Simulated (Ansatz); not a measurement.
# Preparing LiLaO2 (P2_1/c) as a host crystal, part 4 of 4

Before any defect goes in: LiLaO2 (P2_1/c) at rest, and how it screens a charge.

Ansatz 0.2.0; plane-wave PAW DFT, PBEsol; relaxation of the host's cell and atoms (the session's first sound run).

So far. Step 3 (Dielectric tensors of the host): The principal values of the electronic dielectric tensor are 4.50, 4.52 and 4.58. The principal values of the static dielectric tensor are 19.87, 20.06 and 24.42.

**7. Defect free supercell relaxed from displaced atoms**

This step: plane-wave PAW DFT, PBEsol; relaxation of the defect-free supercell from random displacements, a test of the host's stability (Ansatz 0.2.0).

Input file pristine.rattled/input.yaml:

```yaml
crystal:
  lattice:
    - [-7.1017238302, 6.1586925744, 5.6763995422]
    - [4.5578507268, -6.1586925744, 5.7224279461]
    - [7.1017238302, 6.1586925744, -5.6763995422]
  atoms:
    - { symbol: Li, position: [0.3357045167, 0.3238903036, 0.3472258937] }
    - { symbol: Li, position: [0.3357045167, 0.8238903036, 0.8472258937] }
    - { symbol: Li, position: [0.8357045167, 0.3238903036, 0.8472258937] }
    - { symbol: Li, position: [0.8357045167, 0.8238903036, 0.3472258937] }
    - { symbol: Li, position: [0.0233355901, 0.4261096964, 0.2618142131] }
    - { symbol: Li, position: [0.0233355901, 0.9261096964, 0.7618142131] }
    - { symbol: Li, position: [0.5233355901, 0.4261096964, 0.7618142131] }
    - { symbol: Li, position: [0.5233355901, 0.9261096964, 0.2618142131] }
    - { symbol: Li, position: [0.1642954833, 0.1761096964, 0.6527741063] }
    - { symbol: Li, position: [0.1642954833, 0.6761096964, 0.1527741063] }
    - { symbol: Li, position: [0.6642954833, 0.1761096964, 0.1527741063] }
    - { symbol: Li, position: [0.6642954833, 0.6761096964, 0.6527741063] }
    - { symbol: Li, position: [0.4766644099, 0.0738903036, 0.7381857869] }
    - { symbol: Li, position: [0.4766644099, 0.5738903036, 0.2381857869] }
    - { symbol: Li, position: [0.9766644099, 0.0738903036, 0.2381857869] }
    - { symbol: Li, position: [0.9766644099, 0.5738903036, 0.7381857869] }
    - { symbol: La, position: [0.3134685353, 0.497877462, 0.6140317923] }
    - { symbol: La, position: [0.3134685353, 0.997877462, 0.1140317923] }
    - { symbol: La, position: [0.8134685353, 0.497877462, 0.1140317923] }
    - { symbol: La, position: [0.8134685353, 0.997877462, 0.6140317923] }
    - { symbol: La, position: [0.1161543303, 0.252122538, 0.0655910733] }
    - { symbol: La, position: [0.1161543303, 0.752122538, 0.5655910733] }
    - { symbol: La, position: [0.6161543303, 0.252122538, 0.5655910733] }
    - { symbol: La, position: [0.6161543303, 0.752122538, 0.0655910733] }
    - { symbol: La, position: [0.1865314647, 0.002122538, 0.3859682077] }
    - { symbol: La, position: [0.1865314647, 0.502122538, 0.8859682077] }
    - { symbol: La, position: [0.6865314647, 0.002122538, 0.8859682077] }
    - { symbol: La, position: [0.6865314647, 0.502122538, 0.3859682077] }
    - { symbol: La, position: [0.3838456697, 0.247877462, 0.9344089267] }
    - { symbol: La, position: [0.3838456697, 0.747877462, 0.4344089267] }
    - { symbol: La, position: [0.8838456697, 0.247877462, 0.4344089267] }
    - { symbol: La, position: [0.8838456697, 0.747877462, 0.9344089267] }
    - { symbol: O, position: [0.127293137, 0.0525047128, 0.1646935255] }
    - { symbol: O, position: [0.127293137, 0.5525047128, 0.6646935255] }
    - { symbol: O, position: [0.627293137, 0.0525047128, 0.6646935255] }
    - { symbol: O, position: [0.627293137, 0.5525047128, 0.1646935255] }
    - { symbol: O, position: [0.1121888127, 0.1974952872, 0.8247884242] }
    - { symbol: O, position: [0.1121888127, 0.6974952872, 0.3247884242] }
    - { symbol: O, position: [0.6121888127, 0.1974952872, 0.3247884242] }
    - { symbol: O, position: [0.6121888127, 0.6974952872, 0.8247884242] }
    - { symbol: O, position: [0.372706863, 0.4474952872, 0.8353064745] }
    - { symbol: O, position: [0.372706863, 0.9474952872, 0.3353064745] }
    - { symbol: O, position: [0.872706863, 0.4474952872, 0.3353064745] }
    - { symbol: O, position: [0.872706863, 0.9474952872, 0.8353064745] }
    - { symbol: O, position: [0.3878111873, 0.3025047128, 0.1752115758] }
    - { symbol: O, position: [0.3878111873, 0.8025047128, 0.6752115758] }
    - { symbol: O, position: [0.8878111873, 0.3025047128, 0.6752115758] }
    - { symbol: O, position: [0.8878111873, 0.8025047128, 0.1752115758] }
    - { symbol: O, position: [0.0832827136, 0.1849989627, 0.4713077716] }
    - { symbol: O, position: [0.0832827136, 0.6849989627, 0.9713077716] }
    - { symbol: O, position: [0.5832827136, 0.1849989627, 0.9713077716] }
    - { symbol: O, position: [0.5832827136, 0.6849989627, 0.4713077716] }
    - { symbol: O, position: [0.2863088089, 0.0650010373, 0.6482837509] }
    - { symbol: O, position: [0.2863088089, 0.5650010373, 0.1482837509] }
    - { symbol: O, position: [0.7863088089, 0.0650010373, 0.1482837509] }
    - { symbol: O, position: [0.7863088089, 0.5650010373, 0.6482837509] }
    - { symbol: O, position: [0.4167172864, 0.3150010373, 0.5286922284] }
    - { symbol: O, position: [0.4167172864, 0.8150010373, 0.0286922284] }
    - { symbol: O, position: [0.9167172864, 0.3150010373, 0.0286922284] }
    - { symbol: O, position: [0.9167172864, 0.8150010373, 0.5286922284] }
    - { symbol: O, position: [0.2136911911, 0.4349989627, 0.3517162491] }
    - { symbol: O, position: [0.2136911911, 0.9349989627, 0.8517162491] }
    - { symbol: O, position: [0.7136911911, 0.4349989627, 0.8517162491] }
    - { symbol: O, position: [0.7136911911, 0.9349989627, 0.3517162491] }
basis:
  ecutwfc: 420
  xc_grid: 2
hamiltonian:
  xc: pbesol
kpoints:
  mp_grid: { grid: [1, 1, 1], shift: [0.25, 0.25, 0.25] }
scf:
  occupations: { method: fermi_dirac, width: 0.01 }
  max_iter: 80
output:
  forces: true
relax:
  f_tol: 0.01
  max_steps: 120
  random_displacement: { amplitude: 0.08, seed: 424 }
checkpoint:
  write: "../pristine.rattled.run"
  compress: false
  write_wavefunctions: false
  write_every: 100000
```

The run is started by

```console
$ ansatz run input.yaml --threads 4 --pin off --max-ram 7536MiB --backend cpu --events-out ev --progress --plain --runs-dir out
```

Numbers of over 12 decimals in the logs are rounded to 6 here.

Output:

```text
[...]
Crystal: 64 atoms, lattice volume = 819.245 Å³
Basis set: ecut = 420 eV, 16015 PW (Γ), exchange–correlation on 150×128×150 points (8 copies of the dense FFT grid, shifted against one another)
Bands: 272, of which v1, the nominal top of the filled ones, is band 208 counted from 1 (207 counted from 0)
Symmetry: 1 space group operations
k-points: 1
[...]
SCF iter   1: F=—  HF=-119875.636250 eV  |F-HF|=—  |Δ(HF+E_count)|=         —  Δρ=1.54e-2  dr2=1.77e0  ethr=1.77e-3  ⟨swp⟩=7.0  Hψ=984  notcnv=0  defer=37
[...]
SCF iter   8: F=-119875.250330 eV  HF=-119875.250332 eV  |F-HF|=2.02e-6  |Δ(HF+E_count)|=   1.37e-6  Δρ=1.84e-5  dr2=2.38e-6  ethr=6.01e-10  ⟨swp⟩=4.0  Hψ=783  notcnv=0
SCF 1 converged in 8 iterations: F = -119875.250330 eV  dr2 = 2.38e-6
[...]
relax step   1: F+E_penalty+E_count = -119875.25033042 eV  Δ(F+E_penalty+E_count) = +0.000e0 eV  max|allowed force component| = 1.408e0 eV/Å  Δτ_max = 0.0000 Å  (8 SCF iters, dr2 threshold 2.50e-6 eV, accepted)
[...]
relax step   2: F+E_penalty+E_count = -119875.33448707 eV  Δ(F+E_penalty+E_count) = -8.416e-2 eV  max|allowed force component| = 1.943e0 eV/Å  Δτ_max = 0.1973 Å  (7 SCF iters, dr2 threshold 1.00e-4 eV, accepted)
relax step   3: F+E_penalty+E_count = -119876.70916884 eV  Δ(F+E_penalty+E_count) = -1.375e0 eV  max|allowed force component| = 7.052e-2 eV/Å  Δτ_max = 0.1369 Å  (6 SCF iters, dr2 threshold 1.00e-4 eV, accepted)
relax step   4: F+E_penalty+E_count = -119876.71983145 eV  Δ(F+E_penalty+E_count) = -1.066e-2 eV  max|allowed force component| = 1.048e-2 eV/Å  Δτ_max = 0.0333 Å  (7 SCF iters, dr2 threshold 3.11e-7 eV, accepted)
SCF iter   1: F=—  HF=-119876.720169 eV  |F-HF|=—  |Δ(HF+E_count)|=         —  Δρ=2.23e-4  dr2=3.47e-4  ethr=7.83e-7  ⟨swp⟩=2.0  Hψ=505  notcnv=0  defer=56
[...]
SCF iter   7: F=-119876.720150 eV  HF=-119876.720150 eV  |F-HF|=1.19e-9  |Δ(HF+E_count)|=   1.68e-8  Δρ=6.14e-7  dr2=2.71e-9  ethr=2.40e-11  ⟨swp⟩=4.0  Hψ=700  notcnv=0
SCF 5 converged in 7 iterations: F = -119876.720150 eV  dr2 = 2.71e-9
relax step   5: F+E_penalty+E_count = -119876.72015025 eV  Δ(F+E_penalty+E_count) = -3.188e-4 eV  max|allowed force component| = 2.331e-3 eV/Å  Δτ_max = 0.0061 Å  (7 SCF iters, accepted)
SCF converged after 7 iterations
Free energy (F): -119876.720150 eV
[...]
Internal energy: -119876.720150 eV  (E = F + TS)
E sigma→0 (E₀):  -119876.720150 eV
Fermi energy:    10.626635 eV
[...]
--- Forces (eV/Å), atoms counted from 1 ---
  atom   1  Li    -0.00026575     0.00039565     0.00014632
  atom   2  Li     0.00035524    -0.00002109    -0.00104813
  atom   3  Li    -0.00009664     0.00017700     0.00031793
  atom   4  Li    -0.00036221    -0.00019179    -0.00003989
  atom   5  Li    -0.00004955     0.00109666    -0.00008543
  atom   6  Li    -0.00034301     0.00054379     0.00009290
  atom   7  Li     0.00018368     0.00045130    -0.00004891
  atom   8  Li     0.00059858    -0.00040775     0.00081690
  atom   9  Li     0.00023999    -0.00060059     0.00004606
  atom  10  Li    -0.00036373    -0.00061034     0.00027615
  atom  11  Li     0.00046425     0.00051940    -0.00063807
  atom  12  Li     0.00009603     0.00023223     0.00029333
  atom  13  Li    -0.00039865    -0.00039538    -0.00003510
  atom  14  Li    -0.00051968    -0.00051108    -0.00077720
  atom  15  Li    -0.00067324    -0.00012349     0.00007797
  atom  16  Li     0.00026973    -0.00024459    -0.00040691
  atom  17  La    -0.00059740     0.00013787    -0.00001016
  atom  18  La     0.00029806    -0.00093570     0.00122886
  atom  19  La    -0.00008011    -0.00100087     0.00160256
  atom  20  La    -0.00105476    -0.00082259     0.00233147
  atom  21  La    -0.00015445     0.00031979     0.00033106
  atom  22  La     0.00132081    -0.00088097    -0.00135024
  atom  23  La     0.00016538    -0.00055534     0.00032083
  atom  24  La     0.00088602    -0.00117468    -0.00128249
  atom  25  La     0.00077834    -0.00128661    -0.00021313
  atom  26  La     0.00019311     0.00009119    -0.00094248
  atom  27  La     0.00052265     0.00222674    -0.00112474
  atom  28  La    -0.00042079     0.00204952    -0.00039789
  atom  29  La     0.00062395    -0.00015117    -0.00104550
  atom  30  La    -0.00126374     0.00015433     0.00065815
  atom  31  La     0.00058310     0.00073309     0.00068210
  atom  32  La    -0.00160797     0.00180121     0.00217543
  atom  33  O      0.00097495    -0.00164233     0.00033300
  atom  34  O      0.00031070    -0.00183200    -0.00018180
  atom  35  O      0.00063151     0.00016259    -0.00007429
  atom  36  O     -0.00015478    -0.00022494     0.00080200
  atom  37  O     -0.00022081    -0.00231618    -0.00052718
  atom  38  O     -0.00129672    -0.00081140    -0.00073290
  atom  39  O     -0.00012150    -0.00056639     0.00051756
  atom  40  O     -0.00073502    -0.00210491    -0.00017068
[...]
atom  53  O      0.00010154     0.00102641     0.00102100
  atom  54  O      0.00045056    -0.00021569     0.00057337
  atom  55  O     -0.00076638    -0.00142591     0.00109868
  atom  56  O     -0.00079514    -0.00086295     0.00019145
  atom  57  O      0.00042875     0.00014064     0.00114816
  atom  58  O     -0.00054459     0.00161959     0.00154503
  atom  59  O     -0.00046115    -0.00004981     0.00056496
  atom  60  O     -0.00008388    -0.00001355     0.00099878
  atom  61  O      0.00002966    -0.00002284    -0.00111071
  atom  62  O     -0.00025472     0.00008685    -0.00090021
  atom  63  O      0.00053197     0.00099313    -0.00072373
  atom  64  O      0.00060705     0.00092937    -0.00057573
  max |Σ_I F_I| component: 1.12e-5 eV/Å
--- Relaxed structure (5 steps of the walk, 5 accepted, 0 SCFs on fresh bases) ---
  F+E_penalty+E_count = -119876.72015025 eV   max|allowed force component| = 2.331e-3 eV/Å
  atoms:
    - { symbol: Li, position: [0.335707, 0.324203, 0.347657] }
    - { symbol: Li, position: [0.335842, 0.824350, 0.847703] }
    - { symbol: Li, position: [0.835766, 0.324293, 0.847685] }
    - { symbol: Li, position: [0.835773, 0.824290, 0.347707] }
    - { symbol: Li, position: [0.023316, 0.426370, 0.262201] }
    - { symbol: Li, position: [0.023348, 0.926387, 0.762231] }
    - { symbol: Li, position: [0.523308, 0.426352, 0.762192] }
    - { symbol: Li, position: [0.523252, 0.926241, 0.262179] }
    - { symbol: Li, position: [0.164234, 0.176359, 0.653118] }
    - { symbol: Li, position: [0.164225, 0.676364, 0.153111] }
    - { symbol: Li, position: [0.664267, 0.176424, 0.153125] }
    - { symbol: Li, position: [0.664199, 0.676340, 0.653098] }
    - { symbol: Li, position: [0.476673, 0.074304, 0.738589] }
    - { symbol: Li, position: [0.476719, 0.574371, 0.238606] }
    - { symbol: Li, position: [0.976666, 0.074282, 0.238606] }
    - { symbol: Li, position: [0.976667, 0.574282, 0.738579] }
    - { symbol: La, position: [0.313581, 0.498260, 0.614505] }
    - { symbol: La, position: [0.313589, 0.998237, 0.114489] }
    - { symbol: La, position: [0.813589, 0.498262, 0.114513] }
    - { symbol: La, position: [0.813596, 0.998257, 0.614525] }
    - { symbol: La, position: [0.116171, 0.252384, 0.066060] }
    - { symbol: La, position: [0.116160, 0.752368, 0.566055] }
    - { symbol: La, position: [0.616150, 0.252360, 0.566040] }
    - { symbol: La, position: [0.616173, 0.752382, 0.066055] }
    - { symbol: La, position: [0.186395, 0.002360, 0.386289] }
    - { symbol: La, position: [0.186400, 0.502381, 0.886282] }
    - { symbol: La, position: [0.686397, 0.002390, 0.886280] }
    - { symbol: La, position: [0.686363, 0.502371, 0.386280] }
    - { symbol: La, position: [0.383842, 0.248277, 0.934745] }
    - { symbol: La, position: [0.383822, 0.748264, 0.434747] }
    - { symbol: La, position: [0.883801, 0.248236, 0.434726] }
    - { symbol: La, position: [0.883803, 0.748254, 0.934735] }
    - { symbol: O, position: [0.127385, 0.052792, 0.165174] }
    - { symbol: O, position: [0.127390, 0.552795, 0.665156] }
    - { symbol: O, position: [0.627370, 0.052803, 0.665152] }
    - { symbol: O, position: [0.627367, 0.552805, 0.165171] }
    - { symbol: O, position: [0.112319, 0.197841, 0.825334] }
    - { symbol: O, position: [0.112279, 0.697845, 0.325309] }
    - { symbol: O, position: [0.612260, 0.197823, 0.325289] }
    - { symbol: O, position: [0.612295, 0.697852, 0.825316] }
    - { symbol: O, position: [0.372614, 0.447831, 0.835616] }
    - { symbol: O, position: [0.372589, 0.947805, 0.335606] }
    - { symbol: O, position: [0.872590, 0.447827, 0.335605] }
    - { symbol: O, position: [0.872620, 0.947828, 0.835629] }
    - { symbol: O, position: [0.387694, 0.302790, 0.175477] }
    - { symbol: O, position: [0.387716, 0.802816, 0.675497] }
    - { symbol: O, position: [0.887715, 0.302817, 0.675502] }
    - { symbol: O, position: [0.887690, 0.802805, 0.175494] }
    - { symbol: O, position: [0.083313, 0.185376, 0.471680] }
    - { symbol: O, position: [0.083329, 0.685383, 0.971653] }
    - { symbol: O, position: [0.583351, 0.185387, 0.971676] }
    - { symbol: O, position: [0.583347, 0.685409, 0.471675] }
    - { symbol: O, position: [0.286184, 0.065244, 0.648648] }
    - { symbol: O, position: [0.286221, 0.565281, 0.148673] }
    - { symbol: O, position: [0.786207, 0.065265, 0.148683] }
    - { symbol: O, position: [0.786196, 0.565262, 0.648677] }
    - { symbol: O, position: [0.416651, 0.315238, 0.529120] }
    - { symbol: O, position: [0.416632, 0.815229, 0.029104] }
    - { symbol: O, position: [0.916668, 0.315271, 0.029132] }
    - { symbol: O, position: [0.916658, 0.815252, 0.529142] }
    - { symbol: O, position: [0.213791, 0.435388, 0.352133] }
    - { symbol: O, position: [0.213816, 0.935393, 0.852125] }
    - { symbol: O, position: [0.713761, 0.435360, 0.852111] }
    - { symbol: O, position: [0.713754, 0.935344, 0.352114] }
```

Wall time 42 s (4 threads of Arm Neoverse V2, shared host); peak memory 1.6 GiB; 2.7 min of CPU time.

Relaxation path:

```csv
step,energy less that of the first step (eV),largest force component (eV/Å)
1,0.0000,1.4081
2,-0.0842,1.9435
3,-1.4588,0.0705
4,-1.4695,0.0105
5,-1.4698,0.0023
```

The relaxation ends 23 meV an atom lower than the displaced start, with a largest force component of 0.0023 eV/Å.

**8. Summary of results**

```yaml
primitive_cell_vectors_lengths: 5.830, 6.159, 5.840 Å
electronic_dielectric_constant: principal values (4.50, 4.52, 4.58)
static_dielectric_constant: principal values (19.87, 20.06, 24.42)
gap_on_the_k_mesh_of_the_response_run_pbesol: 3.74 eV
supercell_relaxed_in_its_symmetry_less_the_displaced_and_relaxed_one: 0.000 eV
energy_an_atom_at_one_point_at_less_that_on_the_dense_mesh: -0.001 eV
```

**Reading.** Step 7: The energy fell by 1.470 eV from the randomly displaced start; the atoms end within 0.005 Å of the sites as typed, once the mean shift is taken out. The displaced cell ends within 0.01 eV of the symmetric one relaxed in its symmetry, so no lower structure shows in this supercell. The k-mesh can miss the band edges, so this gap is an upper bound at this level. All at zero temperature.

[Logs are printed without paths, hosts, clocks, repeated set-up lines and the standing remarks that a program may print on its own settings, such as how far it seeks lower states.]

[Hosts, paths, dates, database ids (printed as entryN), source tags and the programs' standing remarks are cut or masked in the printed files.]

[Runs of the host that timed out are not shown.]

[For some hosts the program warned that the k-mesh of the response run may be too coarse for force constants and the static dielectric constant; such warnings are not always shown.]
